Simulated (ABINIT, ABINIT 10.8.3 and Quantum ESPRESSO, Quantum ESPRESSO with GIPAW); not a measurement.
# Shieldings in LiCl in space group Fm-3m from a nuclear dipole's orbital moment

Wanted: shieldings of LiCl in space group Fm-3m from two unrelated programs, to see how far they agree.

Method: DFT, plane-wave PAW; levels as the steps name them, in ABINIT 10.8.3 and Quantum ESPRESSO with GIPAW.

The database entry behind the starting cell differs from later determinations by our own check (0.1 to 0.3 % short, probably kX units), so it need not match the best structure at ambient conditions.

## (1) The structure

Symmetry: Fm-3m, No. 225, cubic system. The conventional cell has a = 5.130 Å, b = 5.130 Å, c = 5.130 Å, α = 90.00°, β = 90.00°, γ = 90.00°. Nearest to Cl lie 6 Li at 2.56 Å. Li has 6 Cl at 2.56 Å nearest. Farther neighbours and most contacts between anions are not listed.

Structure file:

```cif
data_structure
_symmetry_space_group_name_H-M 'P 1'
_symmetry_Int_Tables_number 1
_cell_length_a 3.6271
_cell_length_b 3.6271
_cell_length_c 3.6271
_cell_angle_alpha 60.000
_cell_angle_beta 60.000
_cell_angle_gamma 60.000
_cell_volume 33.74
loop_
_atom_site_label
_atom_site_type_symbol
_atom_site_fract_x
_atom_site_fract_y
_atom_site_fract_z
_atom_site_occupancy
Cl1 Cl 0.50000 0.50000 0.50000 1
Li2 Li 0.00000 0.00000 0.00000 1
```

## (2) GIPAW: ground state

GIPAW goes first: it uses the crystal's symmetry and gives all sites in one run, so it is the cheaper road.

A patched development version of Quantum ESPRESSO; PAW files made with ld1.x from the pslibrary 1.0.0 recipes.

File scf.in:

```
&control
  calculation = 'scf'
  prefix = 'x'
  outdir = './tmp/'
  pseudo_dir = './'
/
&system
  ibrav = 0
  nat = 2
  ntyp = 2
  ecutwfc = 55
  ecutrho = 330
  nbnd = 7
/
&electrons
  conv_thr = 1.0d-10
  mixing_beta = 0.7
  electron_maxstep = 100
/
ATOMIC_SPECIES
  Cl 35.450 Cl.pbe-n-kjpaw_psl.1.0.0-gipaw.UPF
  Li 6.940 Li.pbe-sl-kjpaw_psl.1.0.0-gipaw.UPF
CELL_PARAMETERS angstrom
  0.00000000 2.56477000 2.56477000
  2.56477000 0.00000000 2.56477000
  2.56477000 2.56477000 0.00000000
ATOMIC_POSITIONS crystal
  Cl 0.50000000 0.50000000 0.50000000
  Li 0.00000000 0.00000000 0.00000000
K_POINTS automatic
  9 9 9 0 0 0
```

Run with:

```
> mpirun -np 4 pw.x -nk 4 -in scf.in > scf.out
```

Numbers of over 12 decimals in the logs are rounded to 6 here.

The program printed:

```text
using ibrav=0 with symmetry is DISCOURAGED, use correct ibrav instead

     bravais-lattice index     =            0
     lattice parameter (alat)  =       6.8543  a.u.
     unit-cell volume          =     227.7046 (a.u.)^3
     number of atoms/cell      =            2
     number of atomic types    =            2
     number of electrons       =        10.00
     number of Kohn-Sham states=            7
     kinetic-energy cutoff     =      55.0000  Ry
     charge density cutoff     =     330.0000  Ry
     scf convergence threshold =      1.0E-10
     mixing beta               =       0.7000
     number of iterations used =            8  plain     mixing
     Exchange-correlation= SLA-PW-PBX-PBC
                           (   1   4   3   4   0   0   0)
[...]
Cl                7.00    35.45000     Cl( 1.00)
     Li                3.00     6.94000     Li( 1.00)

     48 Sym. Ops., with inversion, found
[...]
number of k points=    35
[...]
Dense  grid:    23049 G-vectors     FFT dimensions: (  40,  40,  40)

     Smooth grid:    12507 G-vectors     FFT dimensions: (  36,  36,  36)

     Check: negative core charge=   -0.000002

     Initial potential from superposition of free atoms

     starting charge       9.9954, renormalised to      10.0000
     Starting wfcs are    9 randomized atomic wfcs

     Self-consistent Calculation

     iteration #  1     ecut=    55.00 Ry     beta= 0.70
     Davidson diagonalization with overlap
     ethr =  1.00E-02,  avg # of iterations =  4.5

     Threshold (ethr) on eigenvalues was too large:
     Diagonalizing with lowered threshold

     Davidson diagonalization with overlap
     ethr =  2.48E-04,  avg # of iterations =  3.1

     total energy              =     -94.63508667 Ry
     estimated scf accuracy    <       0.02248796 Ry

     iteration #  2     ecut=    55.00 Ry     beta= 0.70
     Davidson diagonalization with overlap
     ethr =  2.25E-04,  avg # of iterations =  2.1

     total energy              =     -94.64139718 Ry
     estimated scf accuracy    <       0.00348326 Ry

     iteration #  3     ecut=    55.00 Ry     beta= 0.70
[...]
total energy              =     -94.64227836 Ry
     estimated scf accuracy    <       0.00010795 Ry

[...]
c_bands:  1 eigenvalues not converged
[...]
total energy              =     -94.64234264 Ry
[...]
iteration #  8     ecut=    55.00 Ry     beta= 0.70
     Davidson diagonalization with overlap
     ethr =  3.52E-11,  avg # of iterations =  2.0

     total energy              =     -94.64234264 Ry
     estimated scf accuracy    <          2.7E-10 Ry

     iteration #  9     ecut=    55.00 Ry     beta= 0.70
     Davidson diagonalization with overlap
     ethr =  2.66E-12,  avg # of iterations =  2.6

     The highest empty levels of an scf can be off by 1 eV or more

     End of self-consistent calculation
     [one-electron energies left out]

     highest occupied, lowest unoccupied level (ev):     1.6438    7.9729

!    total energy              =     -94.64234264 Ry
     total all-electron energy =      -938.310935 Ry
     estimated scf accuracy    <          3.4E-12 Ry

     The total energy is the sum of the following terms:
     one-electron contribution =     -10.68246388 Ry
     hartree contribution      =       8.09857013 Ry
     xc contribution           =     -14.54934072 Ry
     ewald contribution        =     -32.15486348 Ry
     one-center paw contrib.   =     -45.35424469 Ry

     convergence has been achieved in   9 iterations
[...]
JOB DONE.
```

It took 12 s on 4 MPI ranks of Arm Neoverse N1, shared host; peak memory 0.39 GiB; 41 s of CPU time.

## (3) GIPAW: response

File nmr.in:

```
&inputgipaw
  job = 'nmr'
  prefix = 'x'
  tmp_dir = './tmp/'
  restart_mode = 'from_scratch'
  verbosity = 'low'
  q_gipaw = 0.01
  spline_ps = .true.
  conv_threshold = 1.0d-14
  use_nmr_macroscopic_shape = .false.
  pawproj(1) = .true.
  pawproj(2) = .true.
/
```

Run with:

```
> mpirun -np 4 gipaw.x -in nmr.in > nmr.out
```

The program printed:

```text
[banner, memory and clock lines left out]
[a note of our patched build left out]

     Parallelizing q-star over 1 images

     IMPORTANT: XC functional enforced from input :
     Exchange-correlation= PBE
                           (   1   4   3   4   0   0   0)
     Any further DFT definition will be discarded
     Please, verify this is what you really want

     Check: negative core charge=   -0.000002
[...]
alpha_pv=     87.0150 eV

     spline_ps is .false., expect some extrapolation errors

     q-space interpolation up to    66.00 Rydberg

     GIPAW job: nmr
     NMR macroscopic correction: no
[...]
Computing the magnetic susceptibility     isolve=0    ethr=  0.1000E-13
     Starting from scratch
     k-point #    1 of    35      pool #  1    cpu time:       1.1
[...]
ATTENTION: ik=   6  ibnd=  7  eigenvalues differ too much!
        13.3375     12.6550
     ATTENTION: ik=   6  ibnd=  7  eigenvalues differ too much!
        13.3375     12.5679
     ATTENTION: ik=   6  ibnd=  7  eigenvalues differ too much!
        13.3375     12.7404
     ATTENTION: ik=   6  ibnd=  7  eigenvalues differ too much!
        13.3375     12.6516
     ATTENTION: ik=   6  ibnd=  7  eigenvalues differ too much!
        13.3375     12.6516
     ATTENTION: ik=   6  ibnd=  7  eigenvalues differ too much!
        13.3375     12.6516
     ATTENTION: ik=   6  ibnd=  7  eigenvalues differ too much!
        13.3375     12.6516
[...]
End of magnetic susceptibility calculation

     f-sum rule (1st term):
            -9.4704         -0.0000         -0.0000
            -0.0000         -9.4704         -0.0000
            -0.0000         -0.0000         -9.4704

     f-sum rule (2nd term):
            -0.1293          0.0000          0.0000
             0.0000         -0.1293          0.0000
             0.0000          0.0000         -0.1293

     f-sum rule (should be    -9.5998):
            -9.5997         -0.0000         -0.0000
            -0.0000         -9.5997         -0.0000
            -0.0000         -0.0000         -9.5997

[... susceptibilities left out ...]
     Contributions to the NMR chemical shifts: -------------------------------

     Macroscopic shape contribution in ppm:                    0.00
             0.0000          0.0000          0.0000
             0.0000          0.0000          0.0000
             0.0000          0.0000          0.0000

     Core contribution in ppm:

     Atom  1  Cl  pos: (  0.707107  0.707107  0.707107)  core sigma:        1050.85
     Atom  2  Li  pos: (  0.000000  0.000000  0.000000)  core sigma:           0.00

     Bare contribution in ppm:

     Atom  1  Cl  pos: (  0.707107  0.707107  0.707107)  bare sigma:          79.72
[...]
Atom  2  Li  pos: (  0.000000  0.000000  0.000000)  bare sigma:          10.63
[...]
Diamagnetic contribution in ppm:

     Atom  1  Cl  pos: (  0.707107  0.707107  0.707107)  dia sigma:          -8.14
[...]
Atom  2  Li  pos: (  0.000000  0.000000  0.000000)  dia sigma:          71.50
[...]
Paramagnetic contribution in ppm:

     Atom  1  Cl  pos: (  0.707107  0.707107  0.707107)  para sigma:        -364.27
[...]
Atom  2  Li  pos: (  0.000000  0.000000  0.000000)  para sigma:          -1.41
[...]
Paramagnetic US occ-occ contribution in ppm:

     Atom  1  Cl  pos: (  0.707107  0.707107  0.707107)  para_oo sigma:          -0.47
[...]
Atom  2  Li  pos: (  0.000000  0.000000  0.000000)  para_oo sigma:          -0.00
[...]
Paramagnetic US L_R Q_R contribution in ppm:

     Atom  1  Cl  pos: (  0.707107  0.707107  0.707107)  para_lq sigma:         154.22
[...]
Atom  2  Li  pos: (  0.000000  0.000000  0.000000)  para_lq sigma:          -0.08
[...]
Total NMR chemical shifts in ppm: ---------------------------------------
     (adopting the Simpson convention for anisotropy and asymmetry)-----------

     Atom  1  Cl  pos: (  0.707107  0.707107  0.707107)  Total sigma:         911.91
[...]
Cl      1    anisotropy:      0.00    eta:    0.0000
[...]
Atom  2  Li  pos: (  0.000000  0.000000  0.000000)  Total sigma:          80.64
[...]
Li      2    anisotropy:     -0.00    eta:    0.0000
[...]
```

The job ended after 1.9 min (4 MPI ranks; peak memory 0.24 GiB; 6.9 min of CPU time).

[end of part 1 of 2]

[Banner, clock, file and dataset-listing lines were taken out of the logs.]

[Logs are printed without paths, hosts, clocks, repeated set-up lines and the standing remarks that a program may print on its own settings, such as how far it seeks lower states.]

[Hosts, paths, dates, database ids (printed as entryN), source tags and the programs' standing remarks are cut or masked in the printed files.]
